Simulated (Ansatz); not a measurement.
# Al (Fm-3m, 1 atom in the cell): from the cell to its phonons

The cell of Al (Fm-3m, 1 atom in the cell) is at rest. What are its phonons?

Program: Ansatz 0.2.0. Level of theory: DFT LDA, scalar-relativistic, plane waves, norm-conserving pseudopotentials. Results are calculated unless marked as measured.

## (1) The starting structure

Symmetry: Fm-3m, No. 225, cubic system. Conventional cell: a = 3.979 Å, b = 3.979 Å, c = 3.979 Å, α = 90.00°, β = 90.00°, γ = 90.00°. Nearest to Al lie 12 Al at 2.81 Å.

## (2) Phonons on a q mesh

The cell comes from relaxations at this level that are not shown. Stability and thermal properties need the whole zone. Linear response on a 4×4×4 q mesh gives force constants as far as a supercell of that size would.

input.yaml

```yaml
crystal:
  lattice:
    - [0.0, 1.9893351911, 1.9893351911]
    - [1.9893351911, 0.0, 1.9893351911]
    - [1.9893351911, 1.9893351911, 0.0]
  atoms:
    - { symbol: Al, position: [0.0, 0.0, 0.0] }
kpoints:
  mp_grid: { grid: [16, 16, 16] }
hamiltonian:
  xc: lda
  pseudopotentials: { kind: nc }
scf:
  occupations: { method: methfessel_paxton, width: 0.15 }
output:
  eigenvalues: true
phonons:
  method: dfpt
  qmesh: [4, 4, 4]
  temperatures: { t_max: 1000, t_step: 50 }
  qpath:
    path:
      - [[0.0, 0.0, 0.0], [0.5, 0.0, 0.5], [0.625, 0.25, 0.625]]
      - [[0.375, 0.375, 0.75], [0.0, 0.0, 0.0], [0.5, 0.5, 0.5], [0.5, 0.25, 0.75], [0.5, 0.0, 0.5]]
    npoints: 10
```

On the command line:

```bash
$ ansatz run input.yaml --threads 4 --pin off --max-ram 7168MiB --backend cpu --events-out ev --progress --plain --runs-dir out
```

**Question.** What will these runs give for the lowest mode on the q mesh?

At high temperature every mode holds k_B, so the heat capacity tends to 3R = 24.94 J/(mol K) a mole of atoms; it reaches 24.73 at 1000 K. The structure is a minimum as far as tested: no mode is imaginary at the 8 irreducible wavevectors of the 4×4×4 mesh, and the softest away from the acoustic zeros lies at 115 cm⁻¹. With no gap, or one that is small against the smearing, the frequencies hang on the k mesh and the smearing, most of all near Kohn anomalies.

- volume per atom: 15.7 Å³
- electronic character: no gap on this mesh
- lowest mode on the q mesh (acoustic modes at Γ apart): 115 cm⁻¹
- highest frequency on the path or at a solved wavevector: 337 cm⁻¹
- heat capacity at 300 K: 22.7 J/(mol atoms K)
- Debye temperature (second moment): 418 K
- imaginary modes on the 4×4×4 q mesh: none

A phonon run warned that its eigensolver left some bands unconverged in a pass. These are harmonic frequencies at zero temperature: anharmonic shifts, linewidths and thermal expansion are left out.

[Logs are printed without paths, hosts, clocks, repeated set-up lines and the standing remarks that a program may print on its own settings, such as how far it seeks lower states.]

[Hosts, paths, dates, database ids (printed as entryN), source tags and the programs' standing remarks are cut or masked in the printed files.]
